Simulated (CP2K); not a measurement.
Consider methyl acrylate at its PBE geometry (Å).

```xyz
12

C     2.1068    0.1862   -0.0872
O     0.6746    0.3724   -0.2004
C    -0.0776   -0.6298    0.3444
O     0.4057   -1.6164    0.8854
C    -1.5367   -0.4041    0.2181
C    -2.1082    0.6498   -0.3779
H     2.4037    0.1399    0.9683
H     2.4146   -0.7414   -0.5858
H     2.5507    1.0578   -0.5769
H    -2.1323   -1.1990    0.6667
H    -1.5085    1.4409   -0.8265
H    -3.1927    0.7437   -0.4281
```

Method: CP2K XAS_TDP, all-electron GAPW, PBEh(45%), aug-cc-pVDZ, TDA, GW2X-corrected core level, no relativity.

Q: Where do the O K-edge lines lie, and how strong are they?

Leading lines: O2 534.72 eV and O4 531.62 eV. The leading line of an atom is its first one with 35 % of the strongest within 2.5 eV of its lowest line over the strength cut. Core ionisation energies at this level: O2 539.01 and O4 537.55 eV.

The first six lines of each atom with a strength over 0.0015:

```
              atom  energy (eV)  states  strength, one atom  above the computed threshold
O2 (bonded to 2 C)       534.72       1              0.0117                              
                         536.95       1              0.0221                              
                         537.29       1              0.0042                              
                         538.18       1              0.0063                              
                         538.22       1              0.0040                              
                         538.28       1              0.0020                              
  O4 (bonded to C)       531.62       1              0.0364                              
                         536.84       1              0.0037                              
                         537.96       1              0.0021                           yes
                         538.62       1              0.0025                           yes
                         538.86       1              0.0021                           yes
                         539.08       1              0.0019                           yes
```

Lines are vertical, at one geometry, with no vibrational structure. GW2X ionisation energies and lines can be off by 1 to 2 eV either way, and a good line position may hide errors that cancel. These values hold no scalar relativity, about 0.4 eV for O 1s. Rydberg lines, and the discretised continuum above threshold, depend on the basis and the box.

[Banner, clock and machine lines of the logs are left out without a mark of their own.]

[Logs are printed without paths, hosts, clocks, repeated set-up lines and the standing remarks that a program may print on its own settings, such as how far it seeks lower states.]

[Hosts, paths, dates, database ids (printed as entryN), source tags and the programs' standing remarks are cut or masked in the printed files.]
